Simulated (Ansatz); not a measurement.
# TlCoBr3 (cubic perovskite) (Pm-3m): how robust is the cRPA U?, part 2 of 2

Wanted: the sensitivity and cost of U and J for TlCoBr3 (cubic perovskite) (Pm-3m).

Ansatz 0.2.0; constrained RPA on PBEsol, plane waves, PAW.

So far. Step 4 (Changed: smooth pair densities): On the Co d shell, screening brings the on-site interaction from 17.6 eV down to U = 3.26 eV. Step 5 (Changed: accuracy low): On the Co d shell, screening brings the on-site interaction from 17.6 eV down to U = 3.21 eV.

The structure was built from a prototype and need not be the compound's stable phase.

### Step 6. Changed: a hybrid parent, which the program doesn't serve

This step: constrained RPA on HSE06, plane waves, PAW.

input.yaml

```yaml
crystal:
  lattice:
    - [0.0, -4.90276825, 0.0]
    - [0.0, 0.0, 4.90276825]
    - [-4.90276825, 0.0, 0.0]
  atoms:
    - { symbol: Tl, position: [0.0, 0.0, 0.0] }
    - { symbol: Co, position: [0.5, 0.5, 0.5] }
    - { symbol: Br, position: [0.5, 0.5, 0.0] }
    - { symbol: Br, position: [0.5, 0.0, 0.5] }
    - { symbol: Br, position: [0.0, 0.5, 0.5] }
kpoints:
  mp_grid: { grid: [6, 6, 6] }
hamiltonian:
  xc: hse06
scf:
  occupations: { method: gaussian, width: 0.08 }
  n_extra_bands: 19
  max_iter: 150
  lower_state_search: "off"
output:
  crpa:
    kmesh: [4, 4, 4]
    target_bands: [v4, c1]
    projections: [{ species: Co, l: d, shell: 3 }]
```

On the command line:

```sh
> ansatz run input.yaml --threads 4 --pin off --max-ram 9216MiB --backend cpu --events-out ev --progress --plain --runs-dir out
```

Numbers of over 12 decimals in the logs are rounded to 6 here.

Log:

```text
Error: output.crpa with hamiltonian.xc: <hybrid> — the cRPA pass is not lent the exchange term, and with exact exchange the velocity is complete only between two filled bands or a filled and an empty one, where its q→0 head needs it between a partly filled band and a filled or an empty one too; use an LDA or GGA functional, or a τ-reading meta-GGA without exact exchange such as r2scan
```

Wall time 0.03 s (4 threads of Arm Neoverse V1, shared host); peak memory 0.031 GiB.

The input was rejected at the start.

The program's message: “Error: output.crpa with hamiltonian.xc: <hybrid> — the cRPA pass is not lent the exchange term, and with exact exchange the velocity is complete only between two filled bands or a filled and an empty …”

The fault put into this input: a hybrid parent, which the program doesn't serve.

### Step 7. Changed: potentials

This step: constrained RPA on PBEsol, plane waves, PAW.

Changes to input.yaml since step 6:

```diff
@@ -14,3 +14,4 @@
 hamiltonian:
-  xc: hse06
+  xc: pbesol
+  pseudopotentials: { kind: paw, source: ansatz }
 scf:
```

Log:

```text
[...]
Crystal: 5 atoms, lattice volume = 117.849 Å³
Basis set: ecut = 900 eV, 7123 PW (Γ)
Bands: 64, of which v1, the nominal top of the filled ones, is band 45 counted from 1 (44 counted from 0)
Symmetry: 48 space group operations
[...]
k-points: 20 of 216
[...]
χ-basis size per q: N_G = 418..437
[...]
screened: U = 3.2091 eV, U' = 2.3195 eV, J = 0.4378 eV
      screened d-shell averages: U_bar = F0 = 2.4974 eV, J_bar = 0.6157 eV
      screened, to within: U = 3.7e-3 eV, U' = 3.7e-3 eV, J = 7.4e-4 eV
      screened d-shell averages, to within: U_bar = 2.5e-3 eV, J_bar = 1.1e-3 eV
      bare: V = 17.6200 eV, V' = 16.4231 eV, J = 0.5663 eV
      bare d-shell averages: V_bar = F0 = 16.6625 eV, J_bar = 0.8056 eV
[...]
[key lines of the parts left out:]
SCF converged after 12 iterations
Free energy (F): -37767.389505 eV
Fermi energy:    9.606258 eV
```

Run time: 21 min. Hardware: 4 threads; peak memory 2.1 GiB.

This step gave:

```yaml
u: 3.209 eV
u_prime_inter_orbital: 2.319 eV
j: 0.4378 eV
bare_v: 17.62 eV
bare_j: 0.5663 eV
stated_bound_on_u: 0.003638 eV
u_over_bare_v: 0.1821
electrons_in_the_window: 7.000
head_of_the_constrained_inverse_dielectric_matrix: 0.1771
least_eigenvalue_of_the_projection_s_overlap: 0.5649
target_functions: 5
bands_in_the_sums: 92
width_of_the_target_bands: 3.100 eV
weight_of_the_projected_orbitals_in_the_window: 0.8027
```

On the Co d shell, screening brings the on-site interaction from 17.6 eV down to U = 3.21 eV.

### Step 8. Changed: volume +3 %

The cell differs from the one that the last finished run ended in (a 4.903 → 4.951 Å, b 4.903 → 4.951 Å, c 4.903 → 4.951 Å).

Changes to input.yaml since step 7:

```diff
@@ -2,5 +2,5 @@
   lattice:
-    - [0.0, -4.90276825, 0.0]
-    - [0.0, 0.0, 4.90276825]
-    - [-4.90276825, 0.0, 0.0]
+    - [0.0, -4.951313667, 0.0]
+    - [0.0, 0.0, 4.951313667]
+    - [-4.951313667, 0.0, 0.0]
   atoms:
@@ -15,3 +15,2 @@
   xc: pbesol
-  pseudopotentials: { kind: paw, source: ansatz }
 scf:
@@ -26 +25,6 @@
     projections: [{ species: Co, l: d, shell: 3 }]
+  local_orbitals:
+    kmesh: [8, 8, 8]
+    orbitals: [{ species: Co, l: d, shell: 3 }]
+    window: { bands: [v4, c1] }
+    seedname: lo
```

Log:

```text
[...]
Crystal: 5 atoms, lattice volume = 121.384 Å³
Basis set: ecut = 420 eV, 2373 PW (Γ)
Bands: 45, of which v1, the nominal top of the filled ones, is band 26 counted from 1 (25 counted from 0)
Symmetry: 48 space group operations
[...]
k-points: 20 of 216
[...]
χ-basis size per q: N_G = 418..461
[...]
screened: U = 3.2600 eV, U' = 2.3523 eV, J = 0.4473 eV
      screened d-shell averages: U_bar = F0 = 2.5339 eV, J_bar = 0.6289 eV
      screened, to within: U = 4.1e-3 eV, U' = 4.1e-3 eV, J = 7.0e-4 eV
      screened d-shell averages, to within: U_bar = 3.0e-3 eV, J_bar = 9.8e-4 eV
      bare: V = 17.8216 eV, V' = 16.6069 eV, J = 0.5749 eV
      bare d-shell averages: V_bar = F0 = 16.8498 eV, J_bar = 0.8178 eV
[...]
[key lines of the parts left out:]
SCF converged after 8 iterations
Free energy (F): -24599.744300 eV
Fermi energy:    6.843632 eV
```

Elapsed: 3.6 min, on 4 threads; peak memory 0.83 GiB.

Numbers from this step:

| Property | Result |
| --- | --- |
| U | 3.260 eV |
| U prime (inter-orbital) | 2.352 eV |
| J | 0.4473 eV |
| bare V | 17.82 eV |
| bare J | 0.5749 eV |
| stated bound on U | 0.004034 eV |
| U over bare V | 0.1829 |
| electrons in the window | 7.000 |
| head of the constrained inverse dielectric matrix | 0.1808 |
| least eigenvalue of the projection's overlap | 0.5509 |
| target functions | 5 |
| bands in the sums | 54 |
| r.m.s. miss of the model bands | 0.001874 eV |
| width of the target bands | 2.934 eV |
| weight of the projected orbitals in the window | 0.8013 |

On the Co d shell, screening brings the on-site interaction from 17.8 eV down to U = 3.26 eV.

### Step 9. Side by side

Times are wall times on 4 threads of Arm Neoverse V1, shared host, good to a factor of about two.

```tsv
run	bare V (eV)	U (eV)	J (eV)	bound on U (eV)	width (eV)	time
target window	17.62	3.212	0.440	0.0041	3.10	3 min
2×2×2 mesh	19.21	3.898	0.493	0.0051	3.10	26 s
smooth pair densities	17.62	3.257	0.469	0.0025	3.10	2.6 min
accuracy low	17.62	3.214	0.440	0.0515	3.10	1.7 min
potentials	17.62	3.209	0.438	0.0036	3.10	21 min
volume +3 %	17.82	3.260	0.447	0.0040	2.93	3.6 min
```

### Step 10. Results

| Item | Value |
| --- | --- |
| target window | U 3.21 eV, J 0.44 eV |
| 2×2×2 mesh | U 3.90 eV, J 0.49 eV |
| smooth pair densities | U 3.26 eV, J 0.47 eV |
| accuracy low | U 3.21 eV, J 0.44 eV |
| potentials | U 3.21 eV, J 0.44 eV |
| volume +3 % | U 3.26 eV, J 0.45 eV |

What this shows: 2×2×2 mesh moves U by +0.69 eV at 0.14 times the time. Smooth pair densities moves U by +0.05 eV. Accuracy low moves U by +0.003 eV (within the solver's bounds, for the mean over orbitals). Potentials moves U by −0.003 eV (within the solver's bounds, for the mean over orbitals) at 7.0 times the time. Volume +3 % moves U by +0.05 eV. The printed bound covers the solver alone, not the mesh, and no denser mesh than the base was run. The parent state is non-magnetic and the interaction static (zero frequency); U depends on the window and the orbitals, so it belongs to this model alone. Spin-orbit coupling, which is strong for atoms this heavy, is left out.

[Paths, hosts, dates, memory and timing lines, banners, echoed tables and standing remarks are left out of the program output.]

[Logs are printed without paths, hosts, clocks, repeated set-up lines and the standing remarks that a program may print on its own settings, such as how far it seeks lower states.]

[Runs of the session that timed out or met a known fault of the program may be left out.]

[Hosts, paths, dates, database ids (printed as entryN), source tags and the programs' standing remarks are cut or masked in the printed files.]
